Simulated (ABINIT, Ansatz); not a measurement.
# Rb2LiAlF6 (Fm-3m): one start, several treatments of the self-energy

How much does the gap of Rb2LiAlF6 (Fm-3m) depend on the approximation to the self-energy?

Calculated with ABINIT 10.8.3; PBEsol and many-body steps on it, plane waves.

Most raw output is cut from this account.

## Step 1: The starting structure

It takes space group Fm-3m (No. 225, cubic). The conventional cell has a = 8.228 Å, b = 8.228 Å, c = 8.228 Å, α = 90.00°, β = 90.00°, γ = 90.00°. Nearest to Rb lie 12 F at 2.92 Å. Nearest to Li lie 6 F at 2.26 Å. Nearest to Al lie 6 F at 1.86 Å. F has 1 Al at 1.86 Å and 1 Li at 2.26 Å and 4 Rb at 2.92 Å nearest. Farther neighbours and most contacts between anions are not listed.

The cell and positions are those that the Materials Project relaxed with its own functionals (PBE, PBE+U or r2SCAN), kept fixed.

## Step 2: Empty states on the mesh, 2×2×2 mesh, 283 bands

This step: ABINIT 10.8.3; DFT, PBEsol, plane waves, norm-conserving pseudopotentials.

The sums over transitions need many empty states on a uniform mesh; this step solves for them.

Input file run.abi:

```
acell 3*1.0 Angstrom
rprim 
  0.000000000000 4.113943000000 4.113943000000
  4.113943000000 0.000000000000 4.113943000000
  4.113943000000 4.113943000000 -0.000000000000
ntypat 4
znucl 37 3 13 9
natom 10
typat 1 1 2 3 4 4 4 4 4 4
xred 
  0.750000000000 0.750000000000 0.750000000000
  0.250000000000 0.250000000000 0.250000000000
  0.500000000000 0.500000000000 0.500000000000
  0.000000000000 0.000000000000 0.000000000000
  0.774175000000 0.225825000000 0.225825000000
  0.225825000000 0.225825000000 0.774175000000
  0.225825000000 0.774175000000 0.774175000000
  0.225825000000 0.774175000000 0.225825000000
  0.774175000000 0.225825000000 0.774175000000
  0.774175000000 0.774175000000 0.225825000000
pp_dirpath "pseudos"
pseudos "Rb.upf, Li.upf, Al.upf, F.upf"
ecut 36
ngkpt 2 2 2
nshiftk 1
shiftk 0 0 0
kptopt 1
chksymbreak 0
iscf -2
irdden 1
istwfk *1
nband 283
nbdbuf 24
tolwfr 1e-09
nstep 60
prtvol 0
indata_prefix "in"
outdata_prefix "out"
tmpdata_prefix "tmp"
```

On the command line:

```console
> OMP_NUM_THREADS=1 mpirun -n 4 abinit run.abi > log
```

Wall time 3.2 min (4 MPI ranks of Arm Neoverse V1, shared host); peak memory 0.49 GiB.

Numbers from this step:

| Quantity | Value |
| --- | --- |
| gap | 7.106 eV |
| k of the valence top | 0, 0, 0 |
| k of the conduction bottom | 0, 0, 0 |
| least direct gap | 7.106 eV |
| k points computed | 3 |
| lowest point of the top converged band, above the valence top | 76.0221 eV |

On this mesh the gap is 7.106 eV.

The density comes from a self-consistent run that is not shown.

## Step 3: Screening, 2×2×2 mesh, 125 bands, screening to 114.3 eV

The RPA dielectric matrix is built and inverted for each q.

This step: RPA screening on PBEsol, plane waves, norm-conserving pseudopotentials.

Edit run.abi of step 2 so:

```diff
@@ -28,10 +28,11 @@
 chksymbreak 0
-iscf -2
-irdden 1
 istwfk *1
-nband 283
-nbdbuf 24
-tolwfr 1e-09
-nstep 60
-prtvol 0
+occopt 1
+irdwfk 1
+optdriver 3
+nband 125
+ecuteps 4.2
+inclvkb 2
+awtr 1
+symchi 1
 indata_prefix "in"
```

Wall time 38 s (4 MPI ranks); peak memory 1.6 GiB.

Numbers from this step:

| Item | Value |
| --- | --- |
| ε∞ with local fields, on this mesh, along the program's q direction | 2.080 |
| the same without local fields | 2.260 |
| plasma frequency | 25.56 eV |
| plane waves in the screening matrix | 387 |

Local fields lower ε∞ by 8 %. On a Γ-centred mesh this coarse the value itself is usually too large, while a short band sum pulls it down.

## Step 4: G0W0, Godby-Needs plasmon pole

The self-energy is evaluated for the states that the input lists, and the levels follow from it, in one-shot runs by the linearised quasiparticle equation.

This step: G0W0 on PBEsol, plane waves, norm-conserving pseudopotentials.

Edit run.abi of step 3 so:

```diff
@@ -31,8 +31,15 @@
 irdwfk 1
-optdriver 3
+optdriver 4
 nband 125
+gwcalctyp 0
+ecutsigx 36
+symsigma 1
+nkptgw 1
+kptgw 
+  0.0000000000 0.0000000000 0.0000000000
+bdgw 
+  31 37
 ecuteps 4.2
-inclvkb 2
-awtr 1
-symchi 1
+irdscr 1
+ppmodel 1
 indata_prefix "in"
```

Run time: 10 s. Hardware: 4 MPI ranks; peak memory 1.1 GiB; 40 s of CPU time.

This step gave:

| Item | Value |
| --- | --- |
| G0W0 gap on the points computed | 10.91 eV |
| starting gap on the mesh | 7.106 eV |
| k of the valence top | 0, 0, 0 |
| k of the conduction bottom | 0, 0, 0 |
| Z at the valence top | 0.821 |
| Z at the conduction bottom | 0.897 |
| least direct G0W0 gap on the computed points | 10.91 eV |

The gap on the mesh goes from 7.11 eV to 10.91 eV, a correction of +3.81 eV.

## Step 5: G0W0, Engel-Farid plasmon pole

Edit run.abi of step 4 so:

```diff
@@ -43,3 +43,3 @@
 irdscr 1
-ppmodel 1
+ppmodel 4
 indata_prefix "in"
```

Run time: 7.6 s. Hardware: 4 MPI ranks; peak memory 1.1 GiB.

Numbers from this step:

- G0W0 gap on the points computed: 10.88 eV
- starting gap on the mesh: 7.106 eV
- k of the valence top: 0, 0, 0
- k of the conduction bottom: 0, 0, 0
- Z at the valence top: 0.835
- Z at the conduction bottom: 0.905
- least direct G0W0 gap on the computed points: 10.88 eV

Against G0W0 in ABINIT (2×2×2 mesh, 125 bands, screening to 114.3 eV, Godby-Needs plasmon pole), the gap moves by −0.027 eV.

## Step 6: G0W0, von der Linden-Horsch plasmon pole

Edit run.abi of step 5 so:

```diff
@@ -43,3 +43,3 @@
 irdscr 1
-ppmodel 4
+ppmodel 3
 indata_prefix "in"
```

The job ended after 7.6 s (4 MPI ranks; peak memory 1.1 GiB; 30 s of CPU time).

This step gave:

* G0W0 gap on the points computed: 11.07 eV
* starting gap on the mesh: 7.106 eV
* k of the valence top: 0, 0, 0
* k of the conduction bottom: 0, 0, 0
* least direct G0W0 gap on the computed points: 11.07 eV

Against G0W0 in ABINIT (2×2×2 mesh, 125 bands, screening to 114.3 eV, Godby-Needs plasmon pole), the gap moves by +0.157 eV.

## Step 7: One-shot Hartree-Fock

This step: one-shot Hartree-Fock on PBEsol, plane waves, norm-conserving pseudopotentials.

Edit run.abi of step 6 so:

```diff
@@ -32,4 +32,4 @@
 optdriver 4
-nband 125
-gwcalctyp 0
+nband 37
+gwcalctyp 5
 ecutsigx 36
@@ -41,5 +41,4 @@
   31 37
-ecuteps 4.2
-irdscr 1
-ppmodel 3
+ixc_sigma 40
+fftgw 31
 indata_prefix "in"
```

Elapsed: 5 s, on 4 MPI ranks; peak memory 0.31 GiB; 20 s of CPU time.

This step gave:

- quasiparticle gap on the points computed: 19.25 eV
- starting gap on the mesh: 7.106 eV
- k of the valence top: 0, 0, 0
- k of the conduction bottom: 0, 0, 0
- least direct quasiparticle gap on the computed points: 19.25 eV

Against G0W0 in ABINIT (2×2×2 mesh, 125 bands, screening to 114.3 eV, Godby-Needs plasmon pole), the gap moves by +8.336 eV.

## Step 8: Screening, 2×2×2 mesh, 125 bands, screening to 114.3 eV

This step: RPA screening on PBEsol, plane waves, norm-conserving pseudopotentials.

Edit run.abi of step 7 so:

```diff
@@ -31,14 +31,14 @@
 irdwfk 1
-optdriver 4
-nband 37
-gwcalctyp 5
-ecutsigx 36
-symsigma 1
-nkptgw 1
-kptgw 
-  0.0000000000 0.0000000000 0.0000000000
-bdgw 
-  31 37
-ixc_sigma 40
-fftgw 31
+optdriver 3
+nband 125
+ecuteps 4.2
+inclvkb 2
+awtr 1
+symchi 1
+gwcalctyp 2
+nfreqre 16
+freqremax 40 eV
+nfreqim 8
+spmeth 1
+nomegasf 120
 indata_prefix "in"
```

The job ended after 48 s (4 MPI ranks; peak memory 2.5 GiB).

Numbers from this step:

```
ε∞ with local fields, on this mesh, along the program's q direction : 2.081
the same without local fields                                       : 2.260
plasma frequency                                                    : 25.56 eV
plane waves in the screening matrix                                 : 387
```

## Step 9: G0W0, contour deformation

This step: G0W0 on PBEsol, plane waves, norm-conserving pseudopotentials.

Edit run.abi of step 8 so:

```diff
@@ -31,14 +31,14 @@
 irdwfk 1
-optdriver 3
+optdriver 4
 nband 125
+gwcalctyp 2
+ecutsigx 36
+symsigma 1
+nkptgw 1
+kptgw 
+  0.0000000000 0.0000000000 0.0000000000
+bdgw 
+  31 37
 ecuteps 4.2
-inclvkb 2
-awtr 1
-symchi 1
-gwcalctyp 2
-nfreqre 16
-freqremax 40 eV
-nfreqim 8
-spmeth 1
-nomegasf 120
+irdscr 1
 indata_prefix "in"
```

Wall time 7.9 s (4 MPI ranks); peak memory 1.5 GiB.

Numbers from this step:

| Property | Result |
| --- | --- |
| G0W0 gap on the points computed | 10.90 eV |
| starting gap on the mesh | 7.106 eV |
| k of the valence top | 0, 0, 0 |
| k of the conduction bottom | 0, 0, 0 |
| least direct G0W0 gap on the computed points | 10.90 eV |

Against G0W0 in ABINIT (2×2×2 mesh, 125 bands, screening to 114.3 eV, Godby-Needs plasmon pole), the gap moves by −0.013 eV.

## Step 10: Side by side

Times are wall times on 4 MPI ranks of Arm Neoverse V1, shared host, good to a factor of about two. A run's time includes the screening step that it read.

| run | mesh | bands | screening cutoff (eV) | DFT gap (eV) | gap on the mesh (eV) | direct (eV) | ε∞ used | time |
| --- | --- | --- | --- | --- | --- | --- | --- | --- |
| G0W0, Godby-Needs plasmon pole | 2×2×2 | 125 | 114.3 | 7.106 | 10.911 | 10.911 | 2.08 | 48 s |
| G0W0, Engel-Farid plasmon pole | 2×2×2 | 125 | 114.3 | 7.106 | 10.884 | 10.884 | 2.08 | 46 s |
| G0W0, von der Linden-Horsch plasmon pole | 2×2×2 | 125 | 114.3 | 7.106 | 11.068 | 11.068 | 2.08 | 46 s |
| one-shot Hartree-Fock | 2×2×2 | - | - | 7.106 | 19.247 | 19.247 | - | 5 s |
| G0W0, contour deformation | 2×2×2 | 125 | 114.3 | 7.106 | 10.898 | 10.898 | 2.08 | 56 s |

## Step 11: Results

- G0W0, Godby-Needs plasmon pole: 10.911 eV
- G0W0, Engel-Farid plasmon pole: 10.884 eV
- G0W0, von der Linden-Horsch plasmon pole: 11.068 eV
- one-shot Hartree-Fock: 19.247 eV
- G0W0, contour deformation: 10.898 eV
- known limits: not at the basis limit; no spin-orbit coupling; coarse k mesh

In words: G0W0, Engel-Farid plasmon pole: −0.027 eV against G0W0, Godby-Needs plasmon pole. G0W0, von der Linden-Horsch plasmon pole: +0.157 eV against G0W0, Godby-Needs plasmon pole. One-shot Hartree-Fock: +8.336 eV against G0W0, Godby-Needs plasmon pole. G0W0, contour deformation: −0.013 eV against G0W0, Godby-Needs plasmon pole. Bare exchange alone opens the gap to 19.25 eV; against G0W0, correlation takes back 8.34 eV. Bands and cutoff are finite, so the gap is not at the basis limit. The miss can reach some tenths of an eV and take either sign; the mesh is an error of its own. In the G0W0 runs levels were corrected at 1 k point alone, so a gap called «on the mesh» is the least over those, and an edge elsewhere would be missed. The 2×2×2 mesh is coarse for this cell, which bears on the long-range parts of exchange and screening. The many-body steps are scalar-relativistic: spin-orbit coupling is not in them.

[Paths, hosts, dates, memory and timing lines, banners, echoed tables and standing remarks are left out of the program output.]

[Logs are printed without paths, hosts, clocks, repeated set-up lines and the standing remarks that a program may print on its own settings, such as how far it seeks lower states.]

[Runs of the session that timed out or met a known fault of the program may be left out.]

[Hosts, paths, dates, database ids (printed as entryN), source tags and the programs' standing remarks are cut or masked in the printed files.]

[G0W0 gaps are taken among the corrected bands and points alone; a level outside them can change the order at an edge.]

[Where Ansatz stands beside ABINIT at settings called matched, ABINIT's density can come from a denser mesh and the files from another edition; pairs whose starting gaps differed by over 0.03 eV were left out, so agreement reads better than it is.]
